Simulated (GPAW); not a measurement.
## A Ga chain with a Se atom on top of one atom: transmission at several levels

Aim: T(E), conductance and thermopower of a Ga chain with a Se atom on top of one atom, and what cheaper settings cost in accuracy.

Method: GPAW LCAO, PAW setups; Landauer transmission from Green's functions with principal layers (ASE), zero bias, in GPAW 26.7.0.

## (1) The starting structure

The cell holds 12 atoms: 11 Ga and 1 Se. Cell: a = 9.000 Å, b = 9.000 Å, c = 28.050 Å, α = 90.0°, β = 90.0°, γ = 90.0°. Regions: left lead, 5 atoms (5 Ga); channel, 2 atoms (1 Ga and 1 Se); right lead, 5 atoms (5 Ga). Vacuum lies along a and b. The structure is stacked along c, and the current runs across the ab planes.

## (2) Double-zeta polarised basis

The script solves lead and junction separately, takes H and S in the orbital basis, and joins semi-infinite leads through their self-energies; the dzp basis is the working standard.

Input file run.py:

```python
import json
import numpy as np
from ase import Atoms
from ase.transport.calculators import TransportCalculator
from gpaw import GPAW, FermiDirac
from gpaw.lcao.tools import get_lcao_hamiltonian
from scipy.linalg import eigh

# The junction with lead layers at both ends, along the third cell vector
device = Atoms(
    ['Ga', 'Ga', 'Ga', 'Ga', 'Ga', 'Ga', 'Se', 'Ga', 'Ga', 'Ga', 'Ga', 'Ga'],
    positions=[
        [4.50000, 4.50000, 1.27500],
        [4.50000, 4.50000, 3.82500],
        [4.50000, 4.50000, 6.37500],
        [4.50000, 4.50000, 8.92500],
        [4.50000, 4.50000, 11.47500],
        [4.50000, 4.50000, 14.02500],
        [6.75840, 4.50000, 14.02500],
        [4.50000, 4.50000, 16.57500],
        [4.50000, 4.50000, 19.12500],
        [4.50000, 4.50000, 21.67500],
        [4.50000, 4.50000, 24.22500],
        [4.50000, 4.50000, 26.77500]],
    cell=[[9.0, 0.0, 0.0], [0.0, 9.0, 0.0], [0.0, 0.0, 28.05]],
    pbc=True)

# One principal layer of the lead: the first 3 atoms of the device
lead = Atoms(
    ['Ga', 'Ga', 'Ga'],
    positions=[
        [4.50000, 4.50000, 1.27500],
        [4.50000, 4.50000, 3.82500],
        [4.50000, 4.50000, 6.37500]],
    cell=[[9.0, 0.0, 0.0], [0.0, 9.0, 0.0], [0.0, 0.0, 7.65]],
    pbc=True)

settings = dict(mode='lcao', basis='dzp', xc='PBE', h=0.2,
                occupations=FermiDirac(0.1), maxiter=250,
                mixer=dict(beta=0.1, nmaxold=8, weight=100.0),
                convergence=dict(density=0.0001))
energies = np.arange(-2, 2 + 1e-9, 0.05)
eta = 0.0001
n1, n2 = 1, 1
# k and -k transmit alike, so half of the mesh across the current serves
mesh = [(i, j) for i in range(n1) for j in range(n2) if (i, j) <= (-i % n1, -j % n2)]
weights = np.array([1 if (i, j) == (-i % n1, -j % n2) else 2 for i, j in mesh]) / (n1 * n2)

# [... helper functions left out ...]
fermi_lead = ground_state(lead, (1, 1, 15), 'lead.txt')
fermi_device = ground_state(device, (1, 1, 3), 'device.txt')
# [... loop over the mesh left out, but for ...]
        # Shift the lead onto the potential of the device's first layer
        shift = ((H[:, 0, 0] - H0[:, 0, 0]) / S0[0, 0]).real.mean()
# [...]
kT = 8.617333e-5 * 77
bias = [0.1, 0.2, 0.5, 1.0, 1.5, 2.0]
# [... integrals and printing left out ...]
```

On the command line:

```sh
$ OMP_NUM_THREADS=1 OPENBLAS_NUM_THREADS=1 python run.py
```

The program printed:

```text
basis functions: device 156, principal layer 39
Fermi level: lead -2.8498 eV, device -2.8231 eV; lead shifted by -0.0075 eV
largest coupling past the next layer 6.03e-05 eV, largest misfit of the first layer 0.070 eV
  E-E_F (eV)   T (one spin)  [channel counts left out]
    -2.000    9.0844e-01
    -1.950    8.9361e-01
    -1.900    8.7502e-01
    -1.850    8.5143e-01
    -1.800    8.2118e-01
    -1.750    7.8189e-01
    -1.700    7.3007e-01
    -1.650    6.6001e-01
    -1.600    5.5986e-01
    -1.550    3.9166e-01
    -1.500    1.4564e-05
    -1.450    1.9019e-04
    -1.400    6.8278e-01
    -1.350    5.0727e-01
    -1.300    4.1231e-01
    -1.250    3.6116e-01
[...]
1.650    1.7339e+00
     1.700    1.7576e+00
     1.750    1.7796e+00
     1.800    1.7997e+00
     1.850    1.8181e+00
     1.900    1.8349e+00
     1.950    1.8501e+00
     2.000    1.8638e+00
conductance at 77 K: 1.1514 G0 a cell; thermopower -0.3392 uV/K
current from the zero-bias T(E) at 0.1 V: 8.9088 uA
current from the zero-bias T(E) at 0.2 V: 17.755 uA
current from the zero-bias T(E) at 0.5 V: 43.444 uA
current from the zero-bias T(E) at 1.0 V: 84.459 uA
current from the zero-bias T(E) at 1.5 V: 124.95 uA
current from the zero-bias T(E) at 2.0 V: 163.33 uA
```

Elapsed: 45 s, on 1 thread of Intel Xeon Platinum 8488C (Sapphire Rapids), shared host; peak memory 0.98 GiB.

Numbers from this step:

- conductance: 1.151 G₀
- largest coupling past the next principal layer: 6.03e-5 eV
- largest misfit of the first principal layer: 0.07027 eV
- shift that aligns the lead: -0.007496 eV
- basis functions of the junction: 156
- basis functions of a principal layer: 39
- transmission at the Fermi level (one spin): 1.152

One spin. Table of transmission, zone mean by energy, zero at the Fermi level:

| energy (eV) | transmission, zone mean |
| --- | --- |
| -2.000 | 0.908 |
| -1.800 | 0.821 |
| -1.600 | 0.560 |
| -1.400 | 0.683 |
| -1.200 | 0.345 |
| -1.000 | 0.545 |
| -0.800 | 0.825 |
| -0.600 | 0.936 |
| -0.400 | 0.970 |
| -0.200 | 1.04 |
| 0.000 | 1.15 |
| 0.200 | 1.15 |
| 0.400 | 1.14 |
| 0.600 | 1.16 |
| 0.800 | 1.22 |
| 1.000 | 1.32 |
| 1.200 | 1.45 |
| 1.400 | 1.59 |
| 1.600 | 1.71 |
| 1.800 | 1.80 |
| 2.000 | 1.86 |

Not self-consistent under bias; the bias window is split evenly. Table of current through one cell, from the zero-bias transmission by bias:

| bias (V) | current through one cell, from the zero-bias transmission (μA) |
| --- | --- |
| 0.100 | 8.91 |
| 0.200 | 17.8 |
| 0.500 | 43.4 |
| 1.000 | 84.5 |
| 1.500 | 125 |
| 2.000 | 163 |

Table of transmission of the three most open eigenchannels by energy, zero at the Fermi level:

| energy (eV) | channel 1 | channel 2 | channel 3 |
| --- | --- | --- | --- |
| -2.000 | 0.908 | 4.0e-11 | 0 |
| -1.800 | 0.821 | 3.9e-11 | 0 |
| -1.600 | 0.560 | 3.7e-11 | 0 |
| -1.400 | 0.683 | 3.6e-11 | 0 |
| -1.200 | 0.345 | 3.6e-11 | 0 |
| -1.000 | 0.545 | 3.5e-11 | 0 |
| -0.800 | 0.825 | 3.4e-11 | 0 |
| -0.600 | 0.936 | 3.2e-11 | 0 |
| -0.400 | 0.970 | 3.1e-11 | 2.2e-12 |
| -0.200 | 0.996 | 0.0358 | 0.00502 |
| 0.000 | 0.998 | 0.150 | 0.00384 |
| 0.200 | 0.998 | 0.154 | 6.1e-4 |
| 0.400 | 0.998 | 0.134 | 0.0110 |
| 0.600 | 0.998 | 0.122 | 0.0401 |
| 0.800 | 0.999 | 0.118 | 0.102 |
| 1.000 | 0.999 | 0.203 | 0.118 |
| 1.200 | 0.999 | 0.334 | 0.120 |
| 1.400 | 0.999 | 0.468 | 0.122 |
| 1.600 | 0.999 | 0.585 | 0.124 |
| 1.800 | 0.999 | 0.675 | 0.126 |
| 2.000 | 0.999 | 0.738 | 0.128 |

Couplings past the next layer reach 6.0e-5 eV, small enough to drop; the matrix elements of the cell's first layer differ from the bulk lead's by up to 0.070 eV. That layer keeps its own values in the calculation, and only beyond it is the lead taken as perfect. The Fermi levels of lead and junction count from different zeros of potential, one for each periodic cell; with both set to zero, the small remaining shift is what aligns them. By hand: G = 1.151 × 77.48 μS = 89.2 μS, a resistance of 11.2 kΩ; at 0.1 V a linear junction would pass 8.92 μA, and the integral over the bias window gives 8.91 μA.

## (3) Single-zeta polarised basis

The second zeta is dropped, the polarisation orbitals stay.

Changes to run.py since step 2:

```diff
@@ -37,3 +37,3 @@
 
-settings = dict(mode='lcao', basis='dzp', xc='PBE', h=0.2,
+settings = dict(mode='lcao', basis='szp(dzp)', xc='PBE', h=0.2,
                 occupations=FermiDirac(0.1), maxiter=250,
```

The program printed:

```text
basis functions: device 108, principal layer 27
Fermi level: lead -3.1746 eV, device -3.1222 eV; lead shifted by -0.0105 eV
largest coupling past the next layer 5.81e-05 eV, largest misfit of the first layer 0.071 eV
  E-E_F (eV)   T (one spin)  [channel counts left out]
    -2.000    8.0901e-01
    -1.950    7.6431e-01
    -1.900    7.0359e-01
    -1.850    6.1896e-01
    -1.800    4.9719e-01
    -1.750    3.1431e-01
    -1.700    2.1592e-02
    -1.650    3.9121e-07
    -1.600    5.5739e-07
    -1.550    5.5742e-06
    -1.500    6.4565e-06
    -1.450    8.6281e-06
    -1.400    9.9455e-01
    -1.350    7.7160e-01
    -1.300    5.5625e-01
    -1.250    4.1731e-01
[...]
1.650    1.7255e+00
     1.700    1.7520e+00
     1.750    1.7765e+00
     1.800    1.7990e+00
     1.850    1.8196e+00
     1.900    1.8383e+00
     1.950    1.8552e+00
     2.000    1.8706e+00
conductance at 77 K: 1.2185 G0 a cell; thermopower -0.3834 uV/K
current from the zero-bias T(E) at 0.1 V: 9.4207 uA
current from the zero-bias T(E) at 0.2 V: 18.733 uA
current from the zero-bias T(E) at 0.5 V: 45.221 uA
current from the zero-bias T(E) at 1.0 V: 86.553 uA
current from the zero-bias T(E) at 1.5 V: 126.14 uA
current from the zero-bias T(E) at 2.0 V: 161.68 uA
```

Run time: 41 s. Hardware: 1 thread; peak memory 0.95 GiB.

This step gave:

```
conductance                                    : 1.218 G₀
largest coupling past the next principal layer : 5.81e-5 eV
largest misfit of the first principal layer    : 0.07064 eV
shift that aligns the lead                     : -0.01054 eV
basis functions of the junction                : 108
basis functions of a principal layer           : 27
transmission at the Fermi level (one spin)     : 1.220
```

One spin. The transmission, zone mean by energy, zero at the Fermi level:

| energy (eV) | transmission, zone mean |
| --- | --- |
| -2.00 | 0.809 |
| -1.90 | 0.704 |
| -1.80 | 0.497 |
| -1.70 | 0.0216 |
| -1.55 | 5.6e-6 |
| -1.45 | 8.6e-6 |
| -1.40 | 0.995 |
| -1.35 | 0.772 |
| -1.25 | 0.417 |
| -1.15 | 0.310 |
| -1.05 | 0.349 |
| -0.90 | 0.556 |
| -0.80 | 0.704 |
| -0.70 | 0.813 |
| -0.60 | 0.881 |
| -0.50 | 0.922 |
| -0.40 | 0.947 |
| -0.25 | 0.968 |
| -0.15 | 1.10 |
| -0.05 | 1.20 |
| 0.00 | 1.22 |
| 0.05 | 1.23 |
| 0.15 | 1.22 |
| 0.25 | 1.20 |
| 0.40 | 1.18 |
| 0.50 | 1.18 |
| 0.60 | 1.18 |
| 0.70 | 1.19 |
| 0.80 | 1.22 |
| 0.90 | 1.25 |
| 1.05 | 1.32 |
| 1.15 | 1.39 |
| 1.25 | 1.46 |
| 1.35 | 1.53 |
| 1.45 | 1.60 |
| 1.55 | 1.67 |
| 1.70 | 1.75 |
| 1.80 | 1.80 |
| 1.90 | 1.84 |
| 2.00 | 1.87 |

Not self-consistent under bias; the bias window is split evenly. Current through one cell, from the zero-bias transmission against bias:

| bias (V) | current through one cell, from the zero-bias transmission (μA) |
| --- | --- |
| 0.100 | 9.42 |
| 0.200 | 18.7 |
| 0.500 | 45.2 |
| 1.000 | 86.6 |
| 1.500 | 126 |
| 2.000 | 162 |

Table of transmission of the three most open eigenchannels by energy, zero at the Fermi level:

| energy (eV) | channel 1 | channel 2 | channel 3 |
| --- | --- | --- | --- |
| -2.00 | 0.809 | 0 | 0 |
| -1.90 | 0.704 | 0 | 0 |
| -1.80 | 0.497 | 0 | 0 |
| -1.70 | 0.0216 | 0 | 0 |
| -1.55 | 5.6e-6 | 0 | 0 |
| -1.45 | 8.6e-6 | 0 | 0 |
| -1.35 | 0.772 | 0 | 0 |
| -1.25 | 0.417 | 0 | 0 |
| -1.15 | 0.310 | 0 | 0 |
| -1.05 | 0.349 | 0 | 0 |
| -0.90 | 0.556 | 0 | 0 |
| -0.80 | 0.704 | 0 | 0 |
| -0.70 | 0.813 | 0 | 0 |
| -0.60 | 0.881 | 0 | 0 |
| -0.50 | 0.922 | 0 | 0 |
| -0.40 | 0.947 | 1.3e-12 | 0 |
| -0.25 | 0.968 | 1.1e-6 | 2.0e-7 |
| -0.15 | 0.997 | 0.0849 | 0.0213 |
| -0.05 | 0.999 | 0.173 | 0.0282 |
| 0.00 | 0.999 | 0.198 | 0.0227 |
| 0.05 | 0.999 | 0.210 | 0.0162 |
| 0.15 | 0.999 | 0.210 | 0.00649 |
| 0.25 | 0.999 | 0.198 | 0.00149 |
| 0.40 | 0.999 | 0.181 | 4.7e-4 |
| 0.50 | 0.999 | 0.174 | 0.00423 |
| 0.60 | 0.999 | 0.169 | 0.0129 |
| 0.70 | 0.999 | 0.166 | 0.0283 |
| 0.80 | 0.999 | 0.164 | 0.0525 |
| 0.90 | 0.999 | 0.164 | 0.0874 |
| 1.05 | 0.999 | 0.165 | 0.161 |
| 1.15 | 0.999 | 0.223 | 0.166 |
| 1.25 | 0.999 | 0.291 | 0.167 |
| 1.35 | 0.999 | 0.362 | 0.169 |
| 1.45 | 0.999 | 0.431 | 0.170 |
| 1.55 | 0.999 | 0.496 | 0.172 |
| 1.70 | 0.999 | 0.580 | 0.173 |
| 1.80 | 0.999 | 0.626 | 0.174 |
| 1.90 | 0.999 | 0.665 | 0.175 |
| 2.00 | 0.999 | 0.697 | 0.174 |

The conductance, 1.22 G₀, lies 5.8 % above that of the dzp run.

## (4) GPAW, sz: basis = "sz(dzp)"

The minimal basis is the cheapest rung: no second zeta and no polarisation.

Changes to run.py since step 3:

```diff
@@ -37,3 +37,3 @@
 
-settings = dict(mode='lcao', basis='szp(dzp)', xc='PBE', h=0.2,
+settings = dict(mode='lcao', basis='sz(dzp)', xc='PBE', h=0.2,
                 occupations=FermiDirac(0.1), maxiter=250,
```

The program printed:

```text
basis functions: device 48, principal layer 12
Fermi level: lead -3.2329 eV, device -3.1991 eV; lead shifted by -0.0164 eV
largest coupling past the next layer 5.75e-05 eV, largest misfit of the first layer 0.056 eV
  E-E_F (eV)   T (one spin)  [channel counts left out]
    -2.000    8.1300e-01
    -1.950    7.6006e-01
    -1.900    6.8266e-01
[...]
1.950    1.8941e+00
     2.000    1.9083e+00
conductance at 77 K: 1.2405 G0 a cell; thermopower -0.4316 uV/K
current from the zero-bias T(E) at 0.1 V: 9.5877 uA
current from the zero-bias T(E) at 0.2 V: 19.051 uA
current from the zero-bias T(E) at 0.5 V: 45.87 uA
current from the zero-bias T(E) at 1.0 V: 87.661 uA
current from the zero-bias T(E) at 1.5 V: 127.85 uA
current from the zero-bias T(E) at 2.0 V: 164.47 uA
```

It took 31 s on 1 thread; peak memory 0.88 GiB.

This step gave:

```yaml
conductance: 1.240 G₀
largest_coupling_past_the_next_principal_layer: 5.75e-5 eV
largest_misfit_of_the_first_principal_layer: 0.05580 eV
shift_that_aligns_the_lead: -0.01640 eV
basis_functions_of_the_junction: 48
basis_functions_of_a_principal_layer: 12
transmission_at_the_fermi_level_one_spin: 1.242
```

One spin. Table of transmission, zone mean by energy, zero at the Fermi level:

energy (eV), transmission, zone mean and a bar:
```
   -2.000       0.81 #############
   -1.800       0.36 ######
   -1.600       0.00 
   -1.400       0.97 ###############
   -1.200       0.45 #######
   -1.000       0.45 #######
   -0.800       0.72 ###########
   -0.600       0.89 ##############
   -0.400       0.95 ###############
   -0.200       1.04 ################
    0.000       1.24 ####################
    0.200       1.23 ###################
    0.400       1.20 ###################
    0.600       1.20 ###################
    0.800       1.24 ####################
    1.000       1.33 #####################
    1.200       1.46 #######################
    1.400       1.61 #########################
    1.600       1.74 ###########################
    1.800       1.84 #############################
    2.000       1.91 ##############################
```

The conductance, 1.24 G₀, lies 7.7 % above that of the dzp run.

## (5) revPBE in the dzp basis: xc = "revPBE"

Back in the dzp basis, the functional changes from PBE to revPBE, to set the spread between functionals beside that between bases.

Changes to run.py since step 4:

```diff
@@ -37,3 +37,3 @@
 
-settings = dict(mode='lcao', basis='sz(dzp)', xc='PBE', h=0.2,
+settings = dict(mode='lcao', basis='dzp', xc='revPBE', h=0.2,
                 occupations=FermiDirac(0.1), maxiter=250,
```

The program printed:

```text
basis functions: device 156, principal layer 39
Fermi level: lead -2.7655 eV, device -2.7374 eV; lead shifted by -0.0068 eV
largest coupling past the next layer 6.04e-05 eV, largest misfit of the first layer 0.071 eV
  E-E_F (eV)   T (one spin)  [channel counts left out]
    -2.000    9.2584e-01
    -1.950    9.1466e-01
    -1.900    9.0080e-01
[...]
1.950    1.8499e+00
     2.000    1.8635e+00
conductance at 77 K: 1.1417 G0 a cell; thermopower -0.336 uV/K
current from the zero-bias T(E) at 0.1 V: 8.8353 uA
current from the zero-bias T(E) at 0.2 V: 17.614 uA
current from the zero-bias T(E) at 0.5 V: 43.178 uA
current from the zero-bias T(E) at 1.0 V: 84.153 uA
current from the zero-bias T(E) at 1.5 V: 124.8 uA
current from the zero-bias T(E) at 2.0 V: 163.82 uA
```

The job ended after 44 s (1 thread; peak memory 0.98 GiB).

Numbers from this step:

| Item | Value |
| --- | --- |
| conductance | 1.142 G₀ |
| largest coupling past the next principal layer | 6.04e-5 eV |
| largest misfit of the first principal layer | 0.07127 eV |
| shift that aligns the lead | -0.006772 eV |
| basis functions of the junction | 156 |
| basis functions of a principal layer | 39 |
| transmission at the Fermi level (one spin) | 1.142 |

One spin. Table of transmission, zone mean by energy, zero at the Fermi level:

| energy (eV) | transmission, zone mean |
| --- | --- |
| -2.00 | 0.926 |
| -1.85 | 0.883 |
| -1.70 | 0.799 |
| -1.60 | 0.698 |
| -1.45 | 0.809 |
| -1.30 | 0.383 |
| -1.15 | 0.384 |
| -1.05 | 0.510 |
| -0.90 | 0.748 |
| -0.75 | 0.888 |
| -0.60 | 0.946 |
| -0.50 | 0.964 |
| -0.35 | 0.978 |
| -0.20 | 1.04 |
| -0.05 | 1.13 |
| 0.00 | 1.14 |
| 0.05 | 1.15 |
| 0.20 | 1.15 |
| 0.35 | 1.14 |
| 0.50 | 1.14 |
| 0.60 | 1.16 |
| 0.75 | 1.19 |
| 0.90 | 1.26 |
| 1.05 | 1.35 |
| 1.15 | 1.41 |
| 1.30 | 1.52 |
| 1.45 | 1.62 |
| 1.60 | 1.71 |
| 1.70 | 1.76 |
| 1.85 | 1.82 |
| 2.00 | 1.86 |

The conductance, 1.14 G₀, lies 0.8 % below that of the dzp run.

## (6) Cost and result by level

Times are for 1 thread of Intel Xeon Platinum 8488C (Sapphire Rapids), shared host. The runs compared:

| no. | run | conductance (G₀) | time | memory (GiB) |
| --- | --- | --- | --- | --- |
| 1 | dzp | 1.151 | 45 s | 0.98 |
| 2 | szp | 1.218 | 41 s | 0.95 |
| 3 | sz | 1.240 | 31 s | 0.88 |
| 4 | dzp revPBE | 1.142 | 44 s | 0.98 |

## (7) The levels side by side

The curves are compared point by point over the common energies.

This step: comparison of transmission and cost over codes and levels (GPAW 26.7.0).

Ladder, by row:

| step | code | T at the Fermi level (sum over the listed spins) | conductance (G0) | r.m.s. T(E) from the first | wall time (s) | peak memory (GiB) | threads |
| --- | --- | --- | --- | --- | --- | --- | --- |
| dzp | GPAW | 1.152 | 1.151 | 0 | 44.87 | 0.98 | 1 |
| szp | GPAW | 1.22 | 1.218 | 0.1659 | 40.88 | 0.95 | 1 |
| sz | GPAW | 1.242 | 1.24 | 0.2193 | 30.78 | 0.88 | 1 |
| dzp-revPBE | GPAW | 1.142 | 1.142 | 0.1129 | 44.17 | 0.98 | 1 |

Transmission, zone mean, sum over the listed spins against energy, zero at the Fermi level:

| energy (eV) | dzp | szp | sz | dzp-revPBE |
| --- | --- | --- | --- | --- |
| -2.0000 | 0.908 | 0.809 | 0.813 | 0.926 |
| -1.7500 | 0.782 | 0.314 | 4.6e-5 | 0.834 |
| -1.5000 | 1.5e-5 | 6.5e-6 | 0.279 | 0.490 |
| -1.4500 | 1.9e-4 | 8.6e-6 | 0.964 | 0.809 |
| -1.4000 | 0.683 | 0.995 | 0.969 | 0.525 |
| -1.2500 | 0.361 | 0.417 | 0.542 | 0.356 |
| -1.0000 | 0.545 | 0.405 | 0.453 | 0.594 |
| -0.7500 | 0.866 | 0.764 | 0.777 | 0.888 |
| -0.5000 | 0.958 | 0.922 | 0.925 | 0.964 |
| -0.2500 | 0.995 | 0.968 | 0.980 | 0.997 |
| 0.0000 | 1.15 | 1.22 | 1.24 | 1.14 |
| 0.2500 | 1.15 | 1.20 | 1.22 | 1.14 |
| 0.5000 | 1.15 | 1.18 | 1.20 | 1.14 |
| 0.7500 | 1.20 | 1.20 | 1.23 | 1.19 |
| 1.0000 | 1.32 | 1.30 | 1.33 | 1.32 |
| 1.2500 | 1.49 | 1.46 | 1.50 | 1.48 |
| 1.5000 | 1.65 | 1.63 | 1.68 | 1.65 |
| 1.7500 | 1.78 | 1.78 | 1.82 | 1.78 |
| 2.0000 | 1.86 | 1.87 | 1.91 | 1.86 |

[end of part 1 of 2]

[Logs are printed without paths, hosts, clocks, repeated set-up lines and the standing remarks that a program may print on its own settings, such as how far it seeks lower states.]

[Hosts, paths, dates, database ids (printed as entryN), source tags and the programs' standing remarks are cut or masked in the printed files.]
